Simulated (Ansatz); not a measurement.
# Se on Mo(100): change of the work function, part 3 of 3

Aim: the work function of Mo(100) at several coverages of Se (hollow site), and the dipole that each adsorbate carries.

Ansatz 0.2.0; plane-wave DFT, PBE, Ansatz PAW.

So far, work function, upper face (eV): step 2 (the clean slab) 3.83; step 3 (37 atoms, coverage 0.111 ML, cell 3x3) 4.03; step 4 (17 atoms, coverage 0.25 ML, cell 2x2) 4.03; step 5 (18 atoms, coverage 0.5 ML, cell 2x2) 4.05.

### Step 6. The covered slab, k-mesh 12×12×1, coverage 1 ML (continued)

Step by step:

```
step  energy less that of the first step (eV)  largest force component (eV/Å)
   1                                   0.0000                          2.5515
   2                                  -0.4136                          0.7812
   3                                  -0.3624                          1.2325
   4                                  -0.4435                          0.0482
   5                                  -0.4436                          0.0063
```

Relaxation step 3 was tried and not accepted.

The run keeps the 8 symmetry operations that the program found, so distortions that break them were not tested.

The atoms that moved most (Å):

```
atom     dx     dy      dz  length
 Se5  0.000  0.000  -0.222   0.222
 Mo3  0.000  0.000  -0.142   0.142
 Mo4  0.000  0.000   0.137   0.137
```

The relaxed structure:

```xyz
5
Lattice="3.1500 0.0000 0.0000 0.0000 3.1500 0.0000 0.0000 0.0000 24.3319" Properties=species:S:1:pos:R:3
Mo    1.5750    1.5750    9.0000
Mo    0.0000    0.0000   10.5750
Mo    1.5750    1.5750   12.0753
Mo    0.0000    0.0000   13.7358
Se    1.5750    1.5750   15.1096
```

Running mean over 1.575 Å of the planar mean; the ramp of the sawtooth is left out. Table of electron's electrostatic potential energy less the Fermi level by z:

```
z (Å)  electron's electrostatic potential energy less the Fermi level (eV)
  3.0                                                                 3.94
  3.5                                                                 3.94
  4.0                                                                 3.94
  4.5                                                                 3.93
  5.0                                                                 3.93
  5.5                                                                 3.91
  6.0                                                                 3.85
  6.5                                                                 3.69
  7.0                                                                 3.20
  7.5                                                                 1.67
  8.0                                                                -2.53
  8.5                                                                -8.19
  9.0                                                                -11.5
  9.5                                                                -12.3
 10.0                                                                -12.6
 10.5                                                                -12.9
 11.0                                                                -13.5
 11.5                                                                -13.6
 12.0                                                                -13.0
 12.5                                                                -12.1
 13.0                                                                -12.0
 13.5                                                                -12.8
 14.0                                                                -13.2
 14.5                                                                -10.6
 15.0                                                                -6.95
 15.5                                                                -3.42
 16.0                                                               -0.238
 16.5                                                                 2.49
 17.0                                                                 3.88
 17.5                                                                 4.21
 18.0                                                                 4.28
 18.5                                                                 4.30
 19.0                                                                 4.30
 19.5                                                                 4.31
 20.0                                                                 4.31
 20.5                                                                 4.31
 21.0                                                                 4.31
```

The relaxation took 5 steps and lowered the energy by 0.44 eV; the largest force on the free atoms ends at 0.0063 eV/Å.

The covered face has 4.31 eV, +0.48 eV against the clean one; the bare back face has moved by +0.08 eV, a measure of how thin the slab is.

### Step 7. Work function against coverage

This step: plane-wave DFT, PBE, Ansatz PAW; work function against coverage (Ansatz 0.2.0).

The runs are now put side by side.

Numbers from this step:

- work function of the clean face: 3.830 eV
- largest change of the work function: 0.4766 eV

Work function of the covered face against coverage:

```
coverage (adsorbates/nm²)  work function of the covered face (eV)
                     0.00                                    3.83
                     1.12                                    4.03
                     2.52                                    4.03
                     5.04                                    4.05
                    10.08                                    4.31
```

The dipole per adsorbate comes from the change of the cell's dipole. Coverage, by row:

```
coverage (1/nm²)  coverage (ML)  work function (eV)  change (eV)  dipole per adsorbate, positive end outwards (debye)  mean height of the added atoms over the highest substrate atom (Å)
            1.12         0.1111               4.028       0.1981                                               -0.473                                                               1.573
            2.52           0.25               4.028       0.1972                                               -0.216                                                               1.339
           5.039            0.5               4.052       0.2213                                               -0.125                                                               1.327
           10.08              1               4.307       0.4766                                               -0.105                                                               1.374
```

### Step 8. Outcome

```
work function of the clean face                        : 3.83 eV
work function at 0.11 ML                               : 4.03 eV
work function at 0.25 ML                               : 4.03 eV
work function at 0.5 ML                                : 4.05 eV
work function at 1 ML                                  : 4.31 eV
dipole per adsorbate at 0.11 ML, positive end outwards : -0.47 D
```

What this shows: Se raises the work function of Mo(100) at the lowest coverage, by 0.20 eV: the adsorbate layer has its negative end outwards. The dipole per adsorbate falls from 0.47 to 0.10 D as the layer fills. Neighbouring dipoles depolarise each other, and heights and bonding change with coverage too. The slab has 4 layers, at the tabulated experimental lattice constant, one starting site was run, and quantum-size effects of a slab this thin can reach one or two tenths of an eV.

[Long decimals in the printed logs are rounded to 6 places.]

[Logs are printed without paths, hosts, clocks, repeated set-up lines and the standing remarks that a program may print on its own settings, such as how far it seeks lower states.]

[Hosts, paths, dates, database ids (printed as entryN), source tags and the programs' standing remarks are cut or masked in the printed files.]

[Maps of the electrostatic potential energy from Ansatz leave out the sawtooth potential of an applied field or a dipole correction, so their vacuum need not be flat; planar profiles and work functions include it.]
